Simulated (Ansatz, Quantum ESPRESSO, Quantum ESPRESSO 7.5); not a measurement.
# Complex bands of SrO, rock salt type, lattice constant set to 5.121 Å

Aim: how fast states decay in the gap of SrO, rock salt type, lattice constant set to 5.121 Å.

Main program and level: Quantum ESPRESSO 7.5; plane-wave DFT, LDA, PseudoDojo norm-conserving pseudopotentials (cross-check by Ansatz 0.2.0 with PAW datasets).

## Step 1: Set-up

It takes space group Fm-3m (No. 225, cubic). The conventional cell has a = 5.121 Å, b = 5.121 Å, c = 5.121 Å, α = 90.00°, β = 90.00°, γ = 90.00°. Nearest to Sr lie 6 O at 2.56 Å. O has 6 Sr at 2.56 Å nearest. Farther neighbours and most contacts between anions are not listed.

## Step 2: Self-consistent run

pwcond needs a cell whose third axis lies along the current and stands perpendicular to the other two.

The input, scf.in:

```
&control
  prefix = 'scf'
  outdir = './out'
  pseudo_dir = './pseudo'
  calculation = 'scf'
  tprnfor = .true.
/
&system
  ibrav = 0
  nat = 4
  ntyp = 2
  ecutwfc = 72
  ecutrho = 288
  occupations = 'fixed'
  nbnd = 20
/
&electrons
  conv_thr = 1e-09
  mixing_beta = 0.6
  electron_maxstep = 120
/
ATOMIC_SPECIES
  Sr  87.6200  Sr.dojo-sr-lda-0.4.1-standard.upf
  O   15.9990  O.dojo-sr-lda-0.4.1-standard.upf
CELL_PARAMETERS angstrom
  3.62109382645631 0.00000000000000 0.00000000000000
  0.00000000000000 3.62109382645631 0.00000000000000
  0.00000000000000 0.00000000000000 5.12100000000000
ATOMIC_POSITIONS crystal
  Sr  0.000000000000 0.000000000000 0.000000000000
  O   0.500000000000 0.500000000000 0.000000000000
  Sr  0.500000000000 0.500000000000 0.500000000000
  O   0.000000000000 0.000000000000 0.500000000000
K_POINTS automatic
  6 6 6 0 0 0
```

Run with:

```bash
> OMP_NUM_THREADS=1 mpirun -n 2 pw.x -nk 2 -in scf.in > scf.out
```

The program printed:

```text
Program PWSCF v.7.5 starts
[citation notice left out]

     Parallel version (MPI & OpenMP), running on       2 processor cores
     Number of MPI processes:                 2
     Threads/MPI process:                     1

     MPI processes distributed on     1 nodes
[...]
Current dimensions of program PWSCF are:
     Max number of different atomic species (ntypx) = 10
     Max number of k-points (npk) =  40000
     Max angular momentum in pseudopotentials (lmaxx) =  4
     Found identity + ( -0.5000 -0.5000 -0.5000) symmetry
     This is a supercell, fractional translations are disabled
     Message from routine setup:
     using ibrav=0 with symmetry is DISCOURAGED, use correct ibrav instead

     K-points division:     npool     =       2
     Subspace diagonalization in iterative solution of the eigenvalue problem:
     a serial algorithm will be used

     G-vector sticks info
     --------------------
     sticks:   dense  smooth     PW     G-vecs:    dense   smooth      PW
     Sum        1085    1085    317                37433    37433    5977

     Using Slab Decomposition

     bravais-lattice index     =            0
     lattice parameter (alat)  =       6.8429  a.u.
     unit-cell volume          =     453.1385 (a.u.)^3
     number of atoms/cell      =            4
     number of atomic types    =            2
     number of electrons       =        32.00
     number of Kohn-Sham states=           20
     kinetic-energy cutoff     =      72.0000  Ry
     charge density cutoff     =     288.0000  Ry
     scf convergence threshold =      1.0E-09
     mixing beta               =       0.6000
     number of iterations used =            8  plain     mixing
     Exchange-correlation= SLA  PW   NOGX NOGC
                           (   1   4   0   0   0   0   0)

     celldm(1)=   6.842876  celldm(2)=   0.000000  celldm(3)=   0.000000
     celldm(4)=   0.000000  celldm(5)=   0.000000  celldm(6)=   0.000000

     crystal axes: (cart. coord. in units of alat)
               a(1) = (   1.000000   0.000000   0.000000 )
               a(2) = (   0.000000   1.000000   0.000000 )
               a(3) = (   0.000000   0.000000   1.414214 )

     reciprocal axes: (cart. coord. in units 2 pi/alat)
               b(1) = (  1.000000  0.000000  0.000000 )
               b(2) = (  0.000000  1.000000  0.000000 )
               b(3) = (  0.000000  0.000000  0.707107 )

     PseudoPot. # 1 for Sr read from file:
     ./pseudo/Sr.dojo-sr-lda-0.4.1-standard.upf
     Pseudo is Norm-conserving + core correction, Zval = 10.0
     Generated using ONCVPSP code by D. R. Hamann
     Using radial grid of 1812 points,  6 beta functions with:
                l(1) =   0
                l(2) =   0
                l(3) =   1
                l(4) =   1
                l(5) =   2
                l(6) =   2

     PseudoPot. # 2 for O  read from file:
     ./pseudo/O.dojo-sr-lda-0.4.1-standard.upf
     Pseudo is Norm-conserving + core correction, Zval =  6.0
     Generated using ONCVPSP code by D. R. Hamann
     Using radial grid of  926 points,  5 beta functions with:
                l(1) =   0
                l(2) =   0
                l(3) =   1
                l(4) =   1
                l(5) =   2

     atomic species   valence    mass     pseudopotential
     Sr               10.00    87.62000     Sr( 1.00)
     O                 6.00    15.99900     O ( 1.00)

     16 Sym. Ops., with inversion, found

   Cartesian axes

     site n.     atom                  positions (alat units)
         1        Sr     tau(   1) = (   0.0000000   0.0000000   0.0000000  )
         2        O      tau(   2) = (   0.5000000   0.5000000   0.0000000  )
         3        Sr     tau(   3) = (   0.5000000   0.5000000   0.7071068  )
         4        O      tau(   4) = (   0.0000000   0.0000000   0.7071068  )

     number of k points=    40
                       cart. coord. in units 2pi/alat
        k(    1) = (   0.0000000   0.0000000   0.0000000), wk =   0.0092593
        k(    2) = (   0.0000000   0.0000000   0.1178511), wk =   0.0185185
        k(    3) = (   0.0000000   0.0000000   0.2357023), wk =   0.0185185
        k(    4) = (   0.0000000   0.0000000  -0.3535534), wk =   0.0092593
        k(    5) = (   0.0000000   0.1666667   0.0000000), wk =   0.0370370
        k(    6) = (   0.0000000   0.1666667   0.1178511), wk =   0.0740741
        k(    7) = (   0.0000000   0.1666667   0.2357023), wk =   0.0740741
        k(    8) = (   0.0000000   0.1666667  -0.3535534), wk =   0.0370370
        k(    9) = (   0.0000000   0.3333333   0.0000000), wk =   0.0370370
        k(   10) = (   0.0000000   0.3333333   0.1178511), wk =   0.0740741
[...]
k(   40) = (  -0.5000000  -0.5000000  -0.3535534), wk =   0.0092593

     Dense  grid:    37433 G-vectors     FFT dimensions: (  40,  40,  54)

     Estimated max dynamical RAM per process >      65.55 MB

     Estimated total dynamical RAM >     121.96 MB

     Check: negative core charge=   -0.000003

     Initial potential from superposition of free atoms

     starting charge      31.9858, renormalised to      32.0000
     Starting wfcs are   18 randomized atomic wfcs +    2 random wfcs

     total cpu time spent up to now is        1.3 secs

     per-process dynamical memory:    56.3 Mb

     Self-consistent Calculation

     iteration #  1     ecut=    72.00 Ry     beta= 0.60
     Davidson diagonalization with overlap
     ethr =  1.00E-02,  avg # of iterations =  5.8

     total cpu time spent up to now is        4.0 secs

     total energy              =    -203.05586326 Ry
     estimated scf accuracy    <       1.22341055 Ry

     iteration #  2     ecut=    72.00 Ry     beta= 0.60
[...]
total energy              =    -203.21653234 Ry
     estimated scf accuracy    <       2.24390728 Ry

     iteration #  3     ecut=    72.00 Ry     beta= 0.60
[...]
total energy              =    -203.63379815 Ry
     estimated scf accuracy    <       0.01317214 Ry

     iteration #  4     ecut=    72.00 Ry     beta= 0.60
[...]
total energy              =    -203.63833025 Ry
     estimated scf accuracy    <       0.01117597 Ry

     iteration #  5     ecut=    72.00 Ry     beta= 0.60
[...]
total energy              =    -203.63820554 Ry
     estimated scf accuracy    <       0.00175927 Ry

     iteration #  6     ecut=    72.00 Ry     beta= 0.60
[...]
total energy              =    -203.63839201 Ry
     estimated scf accuracy    <       0.00011445 Ry

     iteration #  7     ecut=    72.00 Ry     beta= 0.60
[...]
total energy              =    -203.63840920 Ry
     estimated scf accuracy    <       0.00000781 Ry

     iteration #  8     ecut=    72.00 Ry     beta= 0.60
[...]
total energy              =    -203.63841340 Ry
     estimated scf accuracy    <       0.00000187 Ry

     iteration #  9     ecut=    72.00 Ry     beta= 0.60
[...]
total energy              =    -203.63841153 Ry
     estimated scf accuracy    <       0.00000676 Ry

     iteration # 10     ecut=    72.00 Ry     beta= 0.60
[...]
total energy              =    -203.63841212 Ry
     estimated scf accuracy    <       0.00000044 Ry

     iteration # 11     ecut=    72.00 Ry     beta= 0.60
[...]
total energy              =    -203.63841213 Ry
     estimated scf accuracy    <       0.00000008 Ry

     iteration # 12     ecut=    72.00 Ry     beta= 0.60
[...]
total energy              =    -203.63841216 Ry
     estimated scf accuracy    <          4.8E-09 Ry

     iteration # 13     ecut=    72.00 Ry     beta= 0.60
[...]
End of self-consistent calculation

          k = 0.0000 0.0000 0.0000 (  4623 PWs)   bands (ev):

   -24.3121 -24.1172  -6.9953  -6.9724  -6.9437  -6.3485  -6.3485  -5.9493
    -5.9493  -5.9493   7.3679   7.6831   7.6831   7.7507   7.7508   7.7508
    10.9090  11.6603  13.9531  15.6581

          k = 0.0000 0.0000 0.1179 (  4690 PWs)   bands (ev):

   -24.2989 -24.1301  -7.4681  -7.2267  -6.3444  -6.3224  -6.3224  -5.9767
    -5.9767  -5.6929   7.1241   7.3254   7.6650   7.6650   7.7155   7.7155
    11.0406  12.0642  13.5935  14.2599

          k = 0.0000 0.0000 0.2357 (  4694 PWs)   bands (ev):

   -24.2630 -24.1655  -7.7525  -7.5896  -6.2506  -6.2506  -6.0510  -6.0510
    -5.7457  -5.3781   6.6404   6.6533   7.6291   7.6291   7.6502   7.6502
    11.4286  12.8271  12.8410  14.5659

          k = 0.0000 0.0000-0.3536 (  4666 PWs)   bands (ev):

   -24.2141 -24.2141  -7.7893  -7.7893  -6.1515  -6.1515  -6.1515  -6.1515
    -5.3747  -5.3747   6.3857   6.3857   7.6154   7.6154   7.6154   7.6154
    12.0467  12.0467  13.6853  13.6853

          k = 0.0000 0.1667 0.0000 (  4665 PWs)   bands (ev):

   -24.2865 -24.1172  -7.4870  -7.4243  -6.9148  -6.2965  -6.0054  -5.9480
    -5.8091  -5.5397   7.1622   7.2015   7.3398   7.4267   7.4485   7.6752
    11.6585  12.4526  13.6492  14.2024

          k = 0.0000 0.1667 0.1179 (  4673 PWs)   bands (ev):

   -24.2750 -24.1283  -7.7371  -7.5937  -6.6253  -6.2735  -5.9716  -5.9716
    -5.7054  -5.4167   7.0022   7.0072   7.2593   7.4045   7.4173   7.4173
    11.7771  12.8316  13.7182  14.4979

[...]
highest occupied, lowest unoccupied level (ev):     7.7508   10.9090

!    total energy              =    -203.63841216 Ry
     estimated scf accuracy    <          2.5E-10 Ry

     The total energy is the sum of the following terms:
     one-electron contribution =     -30.35259801 Ry
     hartree contribution      =      32.74416575 Ry
     xc contribution           =     -50.13729003 Ry
     ewald contribution        =    -155.89268987 Ry

     convergence has been achieved in  13 iterations

     Forces acting on atoms (cartesian axes, Ry/au):

     atom    1 type  1   force =     0.00000000    0.00000000    0.00000000
     atom    2 type  2   force =     0.00000000    0.00000000    0.00000000
     atom    3 type  1   force =     0.00000000    0.00000000    0.00000000
     atom    4 type  2   force =     0.00000000    0.00000000    0.00000000

     Total force =     0.000000     Total SCF correction =     0.000000

[...]
=------------------------------------------------------------------------------=
   JOB DONE.
=------------------------------------------------------------------------------=
```

Wall time 27 s (2 MPI ranks of Intel Xeon Platinum 8488C (Sapphire Rapids), shared host); peak memory 0.22 GiB; 54 s of CPU time.

This step gave:

```
free energy                          : -2770.6417 eV
valence top, on the run's zero       : 7.751 eV
conduction bottom, on the run's zero : 10.91 eV
gap by band count                    : 3.158 eV
```

The program's own clock; routines nest. Time by routine:

```
     routine  wall time (s)  calls
       PWSCF          26.25      1
   electrons          24.64      1
     c_bands          21.66     13
     cegterg          17.73    260
       h_psi          14.82   1148
    vloc_psi          12.05   1148
        fftw           11.8  31986
    sum_band            2.8     13
      calbec           1.54   1228
h_psi:calbec           1.41   1148
    init_run           1.25      1
  add_vuspsi           1.15   1148
   init_us_2           0.96    560
     wfcinit           0.77      1
```

The run needed 13 iterations to bring the estimated error under 1e-09 Ry.

(Continued in part 2 of 4.)

[Logs are printed without paths, hosts, clocks, repeated set-up lines and the standing remarks that a program may print on its own settings, such as how far it seeks lower states.]

[Hosts, paths, dates, database ids (printed as entryN), source tags and the programs' standing remarks are cut or masked in the printed files.]

[Maps of the electrostatic potential energy from Ansatz leave out the sawtooth potential of an applied field or a dipole correction, so their vacuum need not be flat; planar profiles and work functions include it.]
